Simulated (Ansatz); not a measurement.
# TaAgO3 (R3c): band gap by G0W0 on HSE06

Aim: the quasiparticle gap of TaAgO3 (R3c), starting from HSE06.

Main program and level: Ansatz 0.2.0; HSE06, then G0W0 on it, plane waves, PAW.

**Experimental background.**

- Gap 3.36 eV: indirect optical gap from Kubelka-Munk plot; UV-Vis diffuse reflectance; powder (pristine, solid-state reaction at 900 C) (“Fabrication of ILs-Assisted AgTaO3 Nanoparticles for the Water Splitting Reaction: The Effect of ILs on Morphology and Photoactivity”, 2020, pmc:7559565).

In doubt: masses and optical values from hybrid runs of this build are listed as unsure (step 3), which bears on the screening that GW takes from such a start; one-shot GW on d or f shells is unsure (step 3), so the values of those runs are not to be relied on.

## Step 1: The starting structure

It takes space group R3c (No. 161, trigonal). Conventional cell: a = 5.528 Å, b = 5.528 Å, c = 13.716 Å, α = 90.00°, β = 90.00°, γ = 120.00°. Ta has 6 O at 1.96 to 2.03 Å nearest. Nearest to Ag lie 6 O at 2.40 to 2.78 Å. O has 2 Ta at 1.96 to 2.03 Å and 2 Ag at 2.40 to 2.78 Å nearest. Farther neighbours and most contacts between anions are not listed.

Geometry: measured cell, ions relaxed with LDA. The runs that relaxed it are not among those shown. Spin-orbit coupling is left out unless a step names it.

The logs state that the PAW files were generated under PBE.

## Step 2: The starting point: HSE06

HSE06 mixes in a quarter of exact exchange at short range.

This step: DFT, HSE06, plane waves, PAW; PAW set soft_1.

File input.yaml:

```yaml
crystal:
  lattice:
    - [2.76405, 1.5958250116, 4.5719666667]
    - [-2.76405, 1.5958250116, 4.5719666667]
    - [0.0, -3.1916500231, 4.5719666667]
  atoms:
    - { symbol: Ta, position: [-0.0026386703, -0.0026386703, -0.0026386703] }
    - { symbol: Ta, position: [0.4973613297, 0.4973613297, 0.4973613297] }
    - { symbol: Ag, position: [0.2490011846, 0.2490011846, 0.2490011846] }
    - { symbol: Ag, position: [0.7490011846, 0.7490011846, 0.7490011846] }
    - { symbol: O, position: [0.8177770222, 0.6856263343, 0.2524341291] }
    - { symbol: O, position: [0.2524341291, 0.8177770222, 0.6856263343] }
    - { symbol: O, position: [0.6856263343, 0.2524341291, 0.8177770222] }
    - { symbol: O, position: [0.7524341291, 0.1856263343, 0.3177770222] }
    - { symbol: O, position: [0.1856263343, 0.3177770222, 0.7524341291] }
    - { symbol: O, position: [0.3177770222, 0.7524341291, 0.1856263343] }
kpoints:
  mp_grid: { grid: [4, 4, 4] }
  band_path:
    path:
      - [0.0, 0.0, 0.0]
      - [-0.5, -0.5, -0.5]
      - [-0.24788857, -0.75211143, -0.5]
      - [0.24788857, -0.5, -0.24788857]
      - [0.0, -0.5, 0.0]
      - [0.37394429, -0.37394429, 0.0]
      - [0.0, -0.62605571, -0.37394429]
      - [0.0, -0.5, -0.5]
      - [0.1666666667, 0.1666666667, -0.3333333333]
    npoints: 1
hamiltonian:
  xc: hse06
  pseudopotentials: { kind: paw, azcp: { folder: soft_1 } }
scf:
  occupations: { method: fixed }
  n_extra_bands: 7
output:
  eigenvalues: true
```

The run is started by

```sh
$ ansatz run input.yaml --threads 24 --pin off --max-ram 110592MiB --backend cuda --events-out ev --progress --plain --runs-dir out --devices 1 --max-vram 157GiB
```

Numbers of over 12 decimals in the logs are rounded to 6 here.

What it wrote:

```text
scf.n_extra_bands = 7 over 50 filled bands (N_el = 100.0): the run solves 57 bands
GPUs: using 1 of 1 available (devices: 1).
Engine: ansatz 0.2.0, aarch64-unknown-linux-gnu
Pseudopotentials: kind: paw
Pseudopotential: Ta, paw, valence charge 13, recommended cutoff 420 eV (normal), soft_1/Ta.paw.azcp
Pseudopotential: Ag, paw, valence charge 19, recommended cutoff 420 eV (normal), soft_1/Ag.paw.azcp
Pseudopotential: O, paw, valence charge 6, recommended cutoff 420 eV (normal), soft_1/O.paw.azcp
Functional definition: HSE06
  parameter a = 0.25
  parameter omega = 0.11/bohr
  exchange = pbe_x - a*pbe_x_sr(omega) + a*exact_x_sr(omega)
  correlation = pbe_c
davidson cushion auto → on  (no smearing: the cushion is to keep the highest requested band from converging to the state above it; pin scf.eigensolver.cushion to override)
[...]
Crystal: 10 atoms, lattice volume = 121.000 Å³
Basis set: ecut = 420 eV, 2361 PW (Γ)
Bands: 57, of which v1, the nominal top of the filled ones, is band 50 counted from 1 (49 counted from 0)
Symmetry: 6 space group operations
Space group: R3c (ITA 161), of the structure as read, at distance tolerance 4.9e-5 Å
k-points: 13 of 64 (time reversal used)
Non-local potential: Ta, projectors of the file, l = 0: 3, l = 1: 2, l = 2: 2, l = 3: 1
Non-local potential: Ag, projectors of the file, l = 0: 3, l = 1: 2, l = 2: 2, l = 3: 1
Non-local potential: O, projectors of the file, l = 0: 2, l = 1: 2, l = 2: 1
PAW form: soft (Blöchl's): semilocal exchange-correlation on the pseudo side does not see the compensation charge
PAW frozen core: Ta, regenerated for the run's functional, and the local potential with it (the file was generated under x = pbe(κ = 0.804, μ = 0.219515), c = pbe(β = 0.066725))
PAW frozen core: Ag, regenerated for the run's functional, and the local potential with it (the file was generated under x = pbe(κ = 0.804, μ = 0.219515), c = pbe(β = 0.066725))
PAW frozen core: O, regenerated for the run's functional, and the local potential with it (the file was generated under x = pbe(κ = 0.804, μ = 0.219515), c = pbe(β = 0.066725))
PAW one-centre angular grid: Ta, 590 points (default); XC on 64 Gauss nodes
PAW one-centre angular grid: Ag, 590 points (default); XC on 96 Gauss nodes
PAW one-centre angular grid: O, 110 points (default); XC on 96 Gauss nodes
Initial density: superposition of atomic densities (chi_scale 0.1, normalization cell, long waves kept (reshape's long-wave potential 0.00 eV rms))
Initial wavefunctions: pseudopotential atomic-orbital guess
[...]
Functional: x = pbe(κ = 0.804, μ = 0.219515), c = pbe(β = 0.066725), warm-up for x = pbe(κ = 0.804, μ = 0.219515) + 0.25 (exact − pbe) at short range (hse, ω = 0.207870 Å⁻¹), c = pbe(β = 0.066725); HSE06 as pw.x's `hse` composes it (authors' and Libxc's form: `xc: wpbeh`)
SCF iter   1: F=—  HF=-38458.294217 eV  |F-HF|=—  |Δ(HF+E_count)|=         —  Δρ=7.01e-2  dr2=5.41e0  ethr=1.00e-1  ⟨swp⟩=3.5  Hψ=2110  notcnv=0
preconditioner: auto → none  [insulator: Δε(μ)=2.660 eV  Ē_g=10.096 eV  n_scr=32 (ndim 8)  ℏωp=27.8 eV  f_vac=0.000]
SCF iter   2: F=—  HF=-38457.605872 eV  |F-HF|=—  |Δ(HF+E_count)|=   6.88e-1  Δρ=4.49e-2  dr2=1.58e0  ethr=5.41e-3  ⟨swp⟩=4.2  Hψ=2154  notcnv=0
[...]
SCF iter   6: F=-38457.332081 eV  HF=-38457.332069 eV  |F-HF|=1.21e-5  |Δ(HF+E_count)|=   5.97e-6  Δρ=6.02e-4  dr2=1.65e-4  ethr=1.39e-6  ⟨swp⟩=3.0  Hψ=1791  notcnv=0
SCF 1 stopped early in 6 iterations: F = -38457.332081 eV  dr2 = 1.65e-4
  greatest PAW one-centre occupation: 1.001 electrons in one spin orbital (limit 2), on the Ag atom at site 3 (counted from 0), in its partial waves of l = 0
[...]
Exchange kernel: α = 0.2500, screened, ω = 0.2079 Å⁻¹, Wigner–Seitz truncation, v(0) = 1046.0707 eV·Å³, q-mesh 4×4×4, nearest image of the exchange supercell L = 22.11 Å, pair-density grid 24×24×24, without the augmentation charges, whose exchange is taken in its separable form by FFT convolution over the k-point mesh (sized by the pseudopotential files, 32×32×32 at the most), smooth part of the exact exchange by density-matrix convolution in up to 3.72 GiB of GPU memory as planned if the GPU has room (build and FFT work areas not counted)
Frozen-core exchange: fock
SCF iter   1: F=—  HF=-38464.147251 eV  |F-HF|=—  |Δ(HF+E_count)|=         —  Δρ=1.50e-2  dr2=4.09e-1  ethr=1.65e-6  ⟨swp⟩=6.3  Hψ=3705  notcnv=0
preconditioner: auto → none  [insulator: Δε(μ)=3.930 eV  Ē_g=11.623 eV  n_scr=32 (ndim 8)  ℏωp=27.8 eV  f_vac=0.000]
SCF iter   2: F=—  HF=-38464.023564 eV  |F-HF|=—  |Δ(HF+E_count)|=   1.24e-1  Δρ=5.12e-3  dr2=2.18e-2  ethr=1.65e-6  ⟨swp⟩=5.2  Hψ=3117  notcnv=0
[...]
SCF iter   6: F=-38464.070099 eV  HF=-38464.070136 eV  |F-HF|=3.63e-5  |Δ(HF+E_count)|=   2.48e-4  Δρ=1.88e-4  dr2=5.39e-5  ethr=2.32e-7  ⟨swp⟩=4.0  Hψ=2296  notcnv=0
SCF 2 stopped early in 6 iterations: F = -38464.070099 eV  dr2 = 5.39e-5
  greatest PAW one-centre occupation: 1.003 electrons in one spin orbital (limit 2), on the Ag atom at site 3 (counted from 0), in its partial waves of l = 0
hybrid outer 1: dexx = +5.899e-2 eV, tail = 2.38e-4 eV
[...]
Exchange kernel: α = 0.2500, screened, ω = 0.2079 Å⁻¹, Wigner–Seitz truncation, v(0) = 1046.0707 eV·Å³, q-mesh 4×4×4, nearest image of the exchange supercell L = 22.11 Å, pair-density grid 24×24×24, without the augmentation charges, whose exchange is taken in its separable form by FFT convolution over the k-point mesh (sized by the pseudopotential files, 32×32×32 at the most), smooth part of the exact exchange by density-matrix convolution in up to 3.72 GiB of GPU memory as planned if the GPU has room (build and FFT work areas not counted)
Frozen-core exchange: fock
SCF iter   1: F=—  HF=-38464.069865 eV  |F-HF|=—  |Δ(HF+E_count)|=         —  Δρ=9.01e-5  dr2=8.70e-6  ethr=1.19e-6  ⟨swp⟩=3.2  Hψ=1745  notcnv=0
[...]
SCF iter   2: F=—  HF=-38464.069863 eV  |F-HF|=—  |Δ(HF+E_count)|=   1.78e-6  Δρ=4.19e-5  dr2=1.33e-6  ethr=6.08e-9  ⟨swp⟩=3.8  Hψ=2161  notcnv=0
SCF iter   3: F=—  HF=-38464.069867 eV  |F-HF|=—  |Δ(HF+E_count)|=   3.85e-6  Δρ=3.72e-5  dr2=1.45e-6  ethr=7.85e-10  ⟨swp⟩=5.2  Hψ=2266  notcnv=0  defer=1
iter 4 solved again at ethr=1.68e-12 eV; its pass at ethr=7.85e-10 eV (dr2=1.68e-9 eV) is discarded
SCF iter   4: F=-38464.069867 eV  HF=-38464.069867 eV  |F-HF|=1.16e-9  |Δ(HF+E_count)|=   4.04e-7  Δρ=1.38e-6  dr2=3.69e-9  ethr=2.89e-12 (applied; sched 1.68e-12)  ⟨swp⟩=3.1  Hψ=4145  notcnv=0
SCF 3 converged in 4 iterations: F = -38464.069867 eV  dr2 = 3.69e-9
hybrid outer 2: dexx = +4.647e-6 eV, tail = 8.87e-8 eV, Δε = 5.20e-3 eV (about 1.15e-4 eV left of the loop's levels)
[...]
NSCF: frozen V_eff on 9 k-points
hybrid SCF converged: 2 outer / 10 inner (+6 warm-up), last move |dexx| = 4.65e-6 eV, tail = 8.87e-8 eV
Stability not checked: this state was not tested for a lower state beside it, because the functional holds exact exchange (a hybrid, or Hartree-Fock), whose exchange loop this test does not read (fock_operator; see scf.lower_state_search)
Free energy (F): -38464.069867 eV
Frozen-core exchange: fock
Harris-Foulkes:  -38464.069867 eV  (|F-HF|=1.16e-9)
Internal energy: -38464.069867 eV  (E = F + TS)
E sigma→0 (E₀):  -38464.069867 eV
Fermi energy:    10.422689 eV
--- Per-component energies (eV) ---
  E_band       = -1094.101648
  E_kinetic    = 2727.063260
  E_local      = -7886.310504  (includes V_loc(G=0)·N_el)
  E_nonlocal   = 364.125156
  E_hartree    = 3412.123452
  E_xc         = -1101.402289
  E_vxc        = -1117.160825  (∫ρ·V_xc dr)
  E_exx        = -349.244121  (= α·E_x^exact, valence–valence)
  E_paw        = -25443.771710  (= ΣΔE_a)
  E_vpaw       = -1307.587728  (= ΣTr[D̂ρ^β])
  E_aug_tail   = 0.005617  (compensation charges beyond the density's cutoff)
  E_ewald      = -10178.633917
  E_core_change = -8.024813  (= ΣΔE_core)
  E_smearing   = -0.000000  (= −TS)
  E_closure    = -0.000000  (closes the sum)
  Σ components = -38464.069867   (vs F -38464.069867, Δ=0.00e0)
--- Band table (eV; the first three rows and the last of 13) ---
  k-point 0: bands = [... 46 lower, 9.6814, 9.8629, 10.3402, 10.3402, 14.0147, 14.0406, 14.0406, 14.5916, ... 3 higher]
  k-point 1: bands = [... 46 lower, 9.7153, 10.1425, 10.2177, 10.3683, 14.5085, 14.6198, 14.7314, 15.7215, ... 3 higher]
  k-point 2: bands = [... 46 lower, 10.0936, 10.0936, 10.3744, 10.3744, 15.5551, 15.5551, 15.9946, 15.9946, ... 3 higher]
  k-point 12: bands = [... 46 lower, 10.1366, 10.1366, 10.1366, 10.1366, 15.4900, 15.4900, 16.2403, 16.2403, ... 3 higher]
```

Elapsed: 7.2 s, on 1 × NVIDIA GB200 with 24 threads of Arm Neoverse V2, shared host; peak memory 1.6 GiB; 72 s of CPU time.

Numbers from this step:

```yaml
gap: 3.422 eV
valence_top_at: k = (0.167, 0.167, -0.333)
conduction_bottom_at: F
least_direct_gap: 3.532 eV
exact_exchange_fraction: 0.25
```

Over mesh and listed points the gap is 3.422 eV, from k = (0.167, 0.167, -0.333) to k = (0.000, -0.500, -0.500). The least direct gap found is 3.532 eV, at k = (0.000, -0.500, -0.500). On the 4×4×4 mesh alone the same run gives 3.443 eV, so that mesh misses an edge of HSE06: 3.443 − 3.422 = +0.021 eV.

## Step 3: The quasiparticle correction

G0W0 replaces the xc potential by a self-energy built once from the orbitals of the start. Levels are corrected in the window of bands that the input names, at points of the mesh.

This step: G0W0 on HSE06, plane waves, PAW; PAW set soft_1.

input.yaml, the sections that differ from step 2:

```yaml
kpoints:
  mp_grid: { grid: [4, 4, 4] }
scf:
  occupations: { method: fixed }
gw:
  n_empty_bands: 258
  ecut_chi: 96
  qp_bands: [v3, c3]
  qp_kpoints: band_edges
  screening: { model: contour_deformation }
# crystal, hamiltonian: as in step 2
# output: removed
```

What it wrote:

```text
GPUs: using 1 of 1 available (devices: 1).
[...]
Crystal: 10 atoms, lattice volume = 121.000 Å³
Basis set: ecut = 420 eV, 2361 PW (Γ)
Bands: 60, of which v1, the nominal top of the filled ones, is band 50 counted from 1 (49 counted from 0)
Symmetry: 6 space group operations
[...]
k-points: 13 of 64 (time reversal used)
[...]
SCF iter   1: F=—  HF=-38458.307311 eV  |F-HF|=—  |Δ(HF+E_count)|=         —  Δρ=7.01e-2  dr2=5.41e0  ethr=1.00e-1  ⟨swp⟩=4.5  Hψ=2226  notcnv=0
[...]
SCF iter   2: F=—  HF=-38457.604354 eV  |F-HF|=—  |Δ(HF+E_count)|=   7.03e-1  Δρ=4.47e-2  dr2=1.57e0  ethr=5.41e-3  ⟨swp⟩=3.5  Hψ=2231  notcnv=0
[...]
SCF iter   6: F=-38457.332086 eV  HF=-38457.332068 eV  |F-HF|=1.77e-5  |Δ(HF+E_count)|=   4.96e-7  Δρ=5.86e-4  dr2=1.51e-4  ethr=1.39e-6  ⟨swp⟩=3.0  Hψ=1857  notcnv=0
SCF 1 stopped early in 6 iterations: F = -38457.332086 eV  dr2 = 1.51e-4
[...]
hybrid outer 1: dexx = +5.350e-2 eV, tail = 1.49e-4 eV
[...]
SCF 3 converged in 4 iterations: F = -38464.069867 eV  dr2 = 3.09e-9
[...]
3    51     13.9567   -13.1316    -4.3618   -18.0372  0.8242    14.5032    14.5006  root
     3    52     15.1598   -14.0982    -4.3131   -19.0384  0.8112    15.7908    15.7868  root
     3    53     15.2664   -14.1713    -4.3131   -19.1274  0.8088    15.9138    15.9094  root
     4    48     10.1061   -31.5881     4.5383   -27.2306  0.7860    10.2864    10.2868  root
     4    49     10.1820   -31.1153     4.5064   -26.8214  0.7856    10.3939    10.3944  root
     4    50     10.3237   -31.8448     4.5384   -27.5070  0.7877    10.5240    10.5244  root
     4    51     14.5647   -13.3309    -4.3740   -18.2882  0.8177    15.1512    15.1480  root
     4    52     15.7390   -13.7346    -4.4902   -18.8498  0.8067    16.3685    16.3640  root
     4    53     16.0765   -14.2137    -4.5579   -19.4287  0.7997    16.7391    16.7337  root
     5    48     10.0880   -31.5088     4.5231   -27.1523  0.7865    10.2543    10.2546  root
     5    49     10.1033   -30.8788     4.5399   -26.5564  0.7839    10.3203    10.3209  root
     5    50     10.3492   -31.4232     4.5252   -27.1265  0.7865    10.5771    10.5777  root
     5    51     15.1179   -13.8306    -4.3675   -18.8235  0.8109    15.7473    15.7433  root
     5    52     15.2343   -14.2053    -4.3239   -19.1751  0.8089    15.8846    15.8802  root
     5    53     15.7351   -12.9929    -4.5444   -18.0992  0.8114    16.3006    16.2971  root
     6    48     10.2002   -31.2679     4.5125   -26.9689  0.7858    10.4132    10.4137  root
     6    49     10.3228   -32.3312     4.5413   -27.9600  0.7890    10.4926    10.4929  root
     6    50     10.3334   -31.9537     4.5213   -27.6277  0.7883    10.5282    10.5287  root
     6    51     13.8655   -12.7135    -4.4127   -17.6619  0.8251    14.4037    14.4012  root
     6    52     15.7923   -14.3690    -4.4267   -19.4809  0.8034    16.4830    16.4775  root
     6    53     16.1873   -14.7048    -4.4820   -19.8952  0.7950    16.9023    16.8957  root
     7    48     10.0535   -30.0715     4.4867   -25.8181  0.7834    10.2862    10.2868  root
     7    49     10.3345   -30.2298     4.5370   -26.0053  0.7822    10.6458    10.6469  root
     7    50     10.3345   -30.2298     4.5370   -26.0053  0.7822    10.6458    10.6469  root
     7    51     14.3598   -12.0493    -4.3540   -16.8853  0.8265    14.8439    14.8418  root
     7    52     14.7998   -14.0305    -4.3366   -18.9805  0.8141    15.4170    15.4133  root
     7    53     14.7998   -14.0305    -4.3366   -18.9805  0.8141    15.4170    15.4133  root
     8    48     10.0900   -31.1160     4.5361   -26.7847  0.7848    10.2943    10.2948  root
     8    49     10.1690   -30.7051     4.5483   -26.4084  0.7833    10.4199    10.4207  root
     8    50     10.2861   -31.5481     4.5475   -27.2180  0.7865    10.5029    10.5035  root
     8    51     15.1734   -14.1960    -4.2822   -19.1252  0.8091    15.8248    15.8204  root
     8    52     15.2164   -13.9441    -4.4096   -18.9870  0.8094    15.8539    15.8497  root
     8    53     15.7622   -12.3556    -4.5185   -17.4035  0.8148    16.2946    16.2916  root
     9    48      9.9604   -31.4808     4.5994   -27.0624  0.7845    10.1410    10.1414  root
     9    49     10.2373   -31.6093     4.4987   -27.3075  0.7871    10.4337    10.4342  root
     9    50     10.4227   -32.2495     4.5405   -27.9071  0.7888    10.6203    10.6207  root
     9    51     14.6140   -13.3619    -4.3870   -18.3357  0.8168    15.2041    15.2008  root
     9    52     15.7779   -13.9156    -4.5148   -19.0690  0.8052    16.4212    16.4164  root
     9    53     15.9895   -14.1019    -4.4860   -19.2399  0.8017    16.6467    16.6415  root
    10    48     10.0247   -31.7918     4.5735   -27.3710  0.7863    10.1772    10.1775  root
[...]
11    48      9.9946   -32.4788     4.5439   -28.0521  0.7883    10.1116    10.1118  root
    11    49     10.2175   -31.7899     4.5284   -27.4479  0.7871    10.4035    10.4039  root
    11    50     10.2175   -31.7899     4.5284   -27.4479  0.7871    10.4035    10.4039  root
    11    51     15.1295   -13.9391    -4.3470   -18.9284  0.8096    15.7761    15.7718  root
    11    52     15.1295   -13.9391    -4.3470   -18.9284  0.8096    15.7761    15.7718  root
    11    53     16.2412   -14.6009    -4.5755   -19.8712  0.7966    16.9424    16.9360  root
    12    48     10.1366   -31.3384     4.5723   -26.9892  0.7848    10.3591    10.3597  root
    12    49     10.1366   -31.3384     4.5723   -26.9892  0.7848    10.3591    10.3597  root
    12    50     10.1366   -31.3384     4.5723   -26.9892  0.7848    10.3591    10.3597  root
    12    51     15.4900   -11.8913    -4.6636   -17.0349  0.8176    15.9724    15.9699  root
    12    52     15.4900   -11.8913    -4.6636   -17.0349  0.8176    15.9724    15.9699  root
    12    53     16.2404   -14.5236    -4.6680   -19.8527  0.7958    16.9074    16.9014  root
```

Elapsed: 18 s, on 1 × NVIDIA GB200 with 24 threads; peak memory 2 GiB.

This step gave:

- bands summed: 308
- RPA ε∞ on this mesh (eigenvalues): 4.661, 4.759, 4.759
- plane waves in the screening matrix: 259
- q-points in the mesh: 64
- G0W0 gap over the corrected points: 3.705 eV
- k of the valence top: 0, 0, 0
- k of the conduction bottom: 0, -0.5, -0.5
- starting gap on the mesh: 3.443 eV
- Z at the valence top: 0.7797
- Z at the conduction bottom: 0.8251
- least direct G0W0 gap over the corrected points: 3.852 eV

Over all 13 irreducible mesh points the G0W0 gap is 3.705 eV, from k = Γ to k = (0.000, -0.500, -0.500). The HSE06 gap of this run on the mesh is 3.443 eV. Other states bound it: the two that bound the G0W0 gap lie 3.525 eV apart in HSE06, so state for state the correction is 3.705 − 3.525 = +0.180 eV, while gap against gap it is 3.705 − 3.443 = +0.262 eV.

[end of part 1 of 2]

[Paths, hosts, dates, memory and timing lines, banners, echoed tables and standing remarks are left out of the program output.]

[Logs are printed without paths, hosts, clocks, repeated set-up lines and the standing remarks that a program may print on its own settings, such as how far it seeks lower states.]

[Runs of the session that timed out or met a known fault of the program may be left out.]

[Cells called generated may have been cut or substituted from an entry of the Crystallography Open Database or the Materials Project.]

[Hosts, paths, dates, database ids (printed as entryN), source tags and the programs' standing remarks are cut or masked in the printed files.]

[Where an RPA ε∞ is given, it is that of the G0W0 mesh and is not shown converged in it. Names of k-points follow the symmetry that the program found, which can be lower than the space group named. Band edges on a path are those of the sampled points; other points can move an edge, and change direct to indirect where valleys lie close.]

[Hybrid gaps are those of their k-mesh and are not shown converged in it.]
